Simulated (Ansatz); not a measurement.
# Au (Gold): the spin part of the Knight shift

Wanted: spin susceptibility and spin part of the Knight shift of Au (Gold), from the response to a Zeeman field.

Program: Ansatz 0.2.0. Level of theory: DFT, PBE, plane-wave PAW, default files (PAW set soft_2), collinear spin, scalar-relativistic. Results are calculated unless marked as measured.

The database entry behind the starting cell differs from later determinations by our own check (0.1 to 0.3 % short, probably kX units), so it need not match the best structure at ambient conditions.

## Step 1: Set-up

The structure is cubic, space group Fm-3m (No. 225). Conventional cell: a = 4.070 Å, b = 4.070 Å, c = 4.070 Å, α = 90.00°, β = 90.00°, γ = 90.00°. Nearest to Au lie 12 Au at 2.88 Å.

The cell is an entry of the Crystallography Open Database; it need not be the form that is stable at ambient conditions.

## Step 2: Applying a field to the spins

A field acting on the spins alone polarises the electrons at the Fermi level, and through exchange the cores. The spin density that this leaves at a nucleus gives the contact field (2μ₀/3) μB ρ_s, and its ratio to B is the isotropic contact shift K; the spin-dipolar anisotropy is not included. The field, 400 T, is far above laboratory fields so that the moment stands clear of numerical noise; it splits the spins by 46 meV, against a smearing of 100 meV. The net moment comes from states near the Fermi level, so the mesh must be dense.

File input.yaml:

```yaml
crystal:
  lattice:
    - [0.0, 2.035, 2.035]
    - [2.035, 0.0, 2.035]
    - [2.035, 2.035, 0.0]
  atoms:
    - { symbol: Au, position: [0.0, 0.0, 0.0] }
kpoints:
  mp_grid: { grid: [27, 27, 27] }
scf:
  lower_state_search: "off"
  occupations: { method: fermi_dirac, width: 0.1 }
  convergence: { dr2_threshold: 1.0e-10 }
hamiltonian:
  xc: pbe
output:
  efg: { contact_densities: true, quadrupole_moments_barn: { Au: 0.547 } }
  forces: true
  dos: { de: 0.02 }
  write_density: true
  write_potential: true
  elf: true
  volumetric_format: npy
magnetization:
  spin_polarized: true
  magnetic_field: 400
```

Run with:

```bash
> ansatz run input.yaml --threads 2 --pin off --max-ram 4096MiB --backend cpu --events-out ev --progress --plain --runs-dir out
```

Numbers of over 12 decimals in the logs are rounded to 6 here.

Output:

```text
[a pick of lines, long numbers rounded; other set-up, energy and force rows are left out]
Functional definition: PBE
Basis set: ecut = 420 eV, 331 PW (Γ), exchange–correlation on 40×40×40 points (8 copies of the dense FFT grid, shifted against one another)
Symmetry: 48 space group operations
k-points: 560 of 19683
SCF iter   1: F=—  HF=-13149.150867 eV  |F-HF|=—  |Δ(HF+E_count)|=         —  Δρ=5.43e-2 (↑2.68e-2 ↓5.43e-2)  dr2=1.00e0  dr2_m=7.28e-2  M=0.499 μB ∫|m|=0.499 μB  ethr=3.10e-3  ⟨swp⟩=4.1  Hψ=76391  notcnv=0
SCF iter   2: F=—  HF=-13149.516280 eV  |F-HF|=—  |Δ(HF+E_count)|=         —  Δρ=5.00e-2 (↑5.00e-2 ↓2.43e-2)  dr2=8.48e-1  dr2_m=6.13e-2  M=0.050 μB ∫|m|=0.050 μB  β_m=0.30  ethr=3.10e-3  ⟨swp⟩=1.0  Hψ=24640  notcnv=0
preconditioner: auto → none  [metal: Δε(μ)=0.027 eV  Ē_g=15.752 eV  σ=0.100 eV  W_gap=0.07  n_scr=8 (ndim 8)  ℏωp=30.0 eV  f_vac=0.000  D(μ)=0.31/eV (n_scr^D=0)  sad-step TF]
SCF iter   3: F=—  HF=-13149.407372 eV  |F-HF|=—  |Δ(HF+E_count)|=         —  Δρ=2.29e-2 (↑2.25e-2 ↓2.29e-2)  dr2=3.79e-1  dr2_m=1.45e-5  M=0.007 μB ∫|m|=0.007 μB  β_m=1.00  ethr=3.10e-3  ⟨swp⟩=5.2  Hψ=64883  notcnv=0  defer=52
SCF iter   4: F=—  HF=-13149.309245 eV  |F-HF|=—  |Δ(HF+E_count)|=   9.81e-2  Δρ=9.55e-3 (↑9.55e-3 ↓9.53e-3)  dr2=4.90e-2  dr2_m=8.57e-8  M=0.008 μB ∫|m|=0.008 μB  β_m=1.00  ethr=2.00e-3  ⟨swp⟩=2.0  Hψ=29344  notcnv=0  defer=123
SCF iter   5: F=—  HF=-13149.298640 eV  |F-HF|=—  |Δ(HF+E_count)|=   1.06e-2  Δρ=4.76e-3 (↑4.76e-3 ↓4.76e-3)  dr2=5.89e-3  dr2_m=1.79e-8  M=0.008 μB ∫|m|=0.008 μB  β_m=0.30  ethr=2.58e-4  ⟨swp⟩=2.4  Hψ=22405  notcnv=0  defer=123
SCF iter   6: F=—  HF=-13149.297258 eV  |F-HF|=—  |Δ(HF+E_count)|=   1.38e-3  Δρ=5.56e-4 (↑5.56e-4 ↓5.53e-4)  dr2=7.59e-5  dr2_m=6.97e-9  M=0.008 μB ∫|m|=0.008 μB  β_m=1.00  ethr=3.10e-5  ⟨swp⟩=2.0  Hψ=20205  notcnv=0  defer=123
SCF iter   7: F=—  HF=-13149.297225 eV  |F-HF|=—  |Δ(HF+E_count)|=   3.30e-5  Δρ=3.27e-4 (↑3.27e-4 ↓3.26e-4)  dr2=1.44e-5  dr2_m=2.65e-10  M=0.008 μB ∫|m|=0.008 μB  β_m=0.30  ethr=3.99e-7  ⟨swp⟩=2.3  Hψ=22983  notcnv=0  defer=123
SCF iter   8: F=—  HF=-13149.297242 eV  |F-HF|=—  |Δ(HF+E_count)|=   1.66e-5  Δρ=2.72e-5 (↑2.62e-5 ↓2.72e-5)  dr2=2.49e-7  dr2_m=2.04e-10  M=0.008 μB ∫|m|=0.008 μB  β_m=1.00  ethr=7.56e-8  ⟨swp⟩=2.2  Hψ=24622  notcnv=0  defer=123
SCF iter   9: F=—  HF=-13149.297243 eV  |F-HF|=—  |Δ(HF+E_count)|=   1.20e-6  Δρ=4.47e-6 (↑4.47e-6 ↓4.36e-6)  dr2=2.77e-9  dr2_m=3.69e-11  M=0.008 μB ∫|m|=0.008 μB  β_m=1.00  ethr=1.31e-9  ⟨swp⟩=2.0  Hψ=26253  notcnv=0  defer=123
SCF iter  10: F=—  HF=-13149.297243 eV  |F-HF|=—  |Δ(HF+E_count)|=   6.20e-9  Δρ=1.12e-6 (↑1.12e-6 ↓8.93e-7)  dr2=1.74e-10  dr2_m=2.89e-11  M=0.008 μB ∫|m|=0.008 μB  β_m=1.00  ethr=1.46e-11  ⟨swp⟩=2.0  Hψ=25821  notcnv=0  defer=123
SCF iter  11: F=—  HF=-13149.297243 eV  |F-HF|=—  |Δ(HF+E_count)|=   8.00e-9  Δρ=3.64e-7 (↑3.16e-7 ↓3.64e-7)  dr2=1.41e-12  dr2_m=1.69e-11  M=0.008 μB ∫|m|=0.008 μB  β_m=0.30  ethr=1.00e-12  ⟨swp⟩=2.0  Hψ=26277  notcnv=0  defer=123
SCF iter  12: F=—  HF=-13149.297243 eV  |F-HF|=—  |Δ(HF+E_count)|=   4.38e-9  Δρ=4.87e-7 (↑4.22e-7 ↓4.87e-7)  dr2=1.38e-12  dr2_m=3.14e-11  M=0.008 μB ∫|m|=0.008 μB  β_m=0.65  ethr=1.00e-12  ⟨swp⟩=2.0  Hψ=26209  notcnv=0  defer=123
SCF iter  13: F=-13149.297243 eV  HF=-13149.297243 eV  |F-HF|=3.64e-12  |Δ(HF+E_count)|=   4.31e-9  Δρ=3.48e-7 (↑3.48e-7 ↓2.84e-7)  dr2=8.37e-13  dr2_m=1.54e-11  M=0.008 μB ∫|m|=0.008 μB  β_m=0.82  ethr=1.00e-12  ⟨swp⟩=5.5  Hψ=61250  notcnv=0
SCF iter  14: F=-13149.297243 eV  HF=-13149.297243 eV  |F-HF|=0.00e0  |Δ(HF+E_count)|=    0.00e0  Δρ=1.20e-7 (↑3.23e-8 ↓1.20e-7)  dr2=1.45e-12  dr2_m=8.55e-13  M=0.008 μB ∫|m|=0.008 μB  β_m=0.88  ethr=1.00e-12  ⟨swp⟩=3.4  Hψ=57323  notcnv=0
SCF iter  15: F=-13149.297243 eV  HF=-13149.297243 eV  |F-HF|=1.82e-12  |Δ(HF+E_count)|=  5.46e-12  Δρ=7.38e-8 (↑7.38e-8 ↓4.92e-8)  dr2=2.43e-12  dr2_m=2.66e-14  M=0.008 μB ∫|m|=0.008 μB  ethr=1.00e-12  ⟨swp⟩=3.4  Hψ=54299  notcnv=0
SCF converged after 15 iterations
Magnetization: 0.0078 μB (9.5039 up, 9.4961 down)
Absolute magnetization: 0.0078 μB (∫|ρ↑−ρ↓|, with the PAW one-centre terms)
Per-site moments (μB) at R_I (Å): [(0.00589142, 1.187144)]
Free energy (F): -13149.297243 eV
Fermi energy:    20.991605 eV
--- Forces (eV/Å), atoms counted from 1 ---
--- PAW observables at the nuclei: V_zz in 10²¹ V/m², potentials from the cell's mean, atoms counted from 1 ---
  atom   1  Au V_zz =    -0.000000   η = 0.0000   by run symmetry: forbidden   C_q = -0.0000 MHz
            electrostatic potential = -16463.512038 V   contact ρ = 13078499.114577 e/Å³   contact ρ_s (e/Å³): all electrons +0.641969, valence +0.658130
--- Band table (eV; the first three rows and the last of 1120) ---
  k-point 0 ↑: bands = ["-84.5614", "-35.9098", "-35.9098", "-35.9098", "10.9409", "16.1731", "16.1731", "16.1731", "17.7234", "17.7234", "35.3818", "39.4425", "39.4425", "39.4425"]
  k-point 1 ↑: bands = ["-84.5613", "-35.9129", "-35.9103", "-35.9103", "10.9897", "16.1565", "16.1904", "16.1904", "17.7152", "17.7152", "35.4416", "39.1060", "39.5017", "39.5017"]
  k-point 2 ↑: bands = ["-84.5608", "-35.9222", "-35.9117", "-35.9117", "11.1344", "16.1100", "16.2395", "16.2395", "17.6939", "17.6939", "35.6076", "38.2892", "39.6753", "39.6753"]
  k-point 559 ↓: bands = ["-84.4959", "-36.0174", "-36.0108", "-35.9492", "14.9205", "15.6208", "15.8636", "17.6240", "19.3176", "25.6561", "27.1212", "27.5940", "30.5806", "43.1656"]
```

It took 24 s on 2 threads of Arm Neoverse N1, shared host; peak memory 0.51 GiB; 45 s of CPU time.

The moment is 0.00780 μB a cell, a spin susceptibility of 10.9 × 10⁻⁶ emu per mole of atoms. With 7.769 T for 1 e/Å³:

```tsv
site	nucleus	contact shift (ppm)	from valence states	rest (mostly cores)
Au	197Au	12500	12800	-314
```

The split depends on the files: semicore shells that they treat as valence count in the first part.

## Step 3: Is the response linear?

The shift is a ratio that holds only while the moment grows in step with the field, so the field is doubled.

Edit input.yaml of step 2 so:

```diff
@@ -18,9 +18,4 @@
   forces: true
-  dos: { de: 0.02 }
-  write_density: true
-  write_potential: true
-  elf: true
-  volumetric_format: npy
 magnetization:
   spin_polarized: true
-  magnetic_field: 400
+  magnetic_field: 800
```

Output:

```text
[a pick of lines, long numbers rounded; other set-up, energy and force rows are left out]
[...]
Basis set: ecut = 420 eV, 331 PW (Γ), exchange–correlation on 40×40×40 points (8 copies of the dense FFT grid, shifted against one another)
[... 1 set-up line as in the run before ...]
k-points: 560 of 19683
[...]
SCF converged after 15 iterations
Magnetization: 0.0155 μB (9.5078 up, 9.4922 down)
Absolute magnetization: 0.0155 μB (∫|ρ↑−ρ↓|)
Per-site moments (μB) at R_I (Å): [(0.011734, 1.187144)]
Free energy (F): -13149.297514 eV
Fermi energy:    20.991149 eV
--- Forces (eV/Å), atoms counted from 1 ---
[...]
atom   1  Au V_zz =    -0.000000   η = 0.0000   by run symmetry: forbidden   C_q = -0.0000 MHz
[...]
```

Run time: 19 s. Hardware: 2 threads; peak memory 0.5 GiB.

The moment goes from 0.00780 to 0.0155 μB, a factor of 1.99, and the shift of Au from 12500 to 12400 ppm. The response is linear on all sites, to 3 % of the larger of shift and valence part or 3 ppm; the largest move is -57 ppm, on Au.

## Step 4: Other settings

Each row names what differs in the settings from the first run, the PAW files staying the same unless named (PBE, default files (PAW set soft_2), mesh 27×27×27, fermi dirac smearing of 0.1 eV, cutoff 420 eV, 400 T). Shifts in ppm; times on 2 threads of Arm Neoverse N1, shared host.

```tsv
run	time	χ_s (10⁻⁶ emu/mol)	Au
first run	24 s	10.9	12500
fermi dirac 0.2 eV	19 s	9.88	11000
gaussian 0.1 eV	16 s	13.9	16400
mesh 34×34×34	36 s	9.36	10400
mesh 9×9×9	3.5 s	2.33	2250
LDA	17 s	10.9	12600
```

## Step 5: What came out

* 197Au contact shift: 12500 ppm
* spin susceptibility: 10.9 × 10⁻⁶ emu per mole of atoms

What this shows: The spin part of the Knight shift is 12500 ppm on Au in the first run. Another form of smearing at the same width (gaussian) changes the shift of Au by +31 %; it is narrower in effect than Fermi-Dirac smearing, so mesh noise enters. Widening the smearing to 0.2 eV changes the shift of Au by -11 %. The finer mesh 34×34×34 changes the shift of Au by -17 %; at least one site moves by over 5 %, so the first run is not converged in the mesh. Another functional changes the shift of Au by +1.3 % (LDA). Over the rows of this table on the first cell the shift spans 2250 to 16400 ppm on Au. 1 further run of this session (failed, refused or on trial settings) is not shown. The orbital shift is left out; on d- and f-block metals such as Au it can be large. Spin-orbit coupling is missing.

[Logs are printed without paths, hosts, clocks, repeated set-up lines and the standing remarks that a program may print on its own settings, such as how far it seeks lower states.]

[Hosts, paths, dates, database ids (printed as entryN), source tags and the programs' standing remarks are cut or masked in the printed files.]
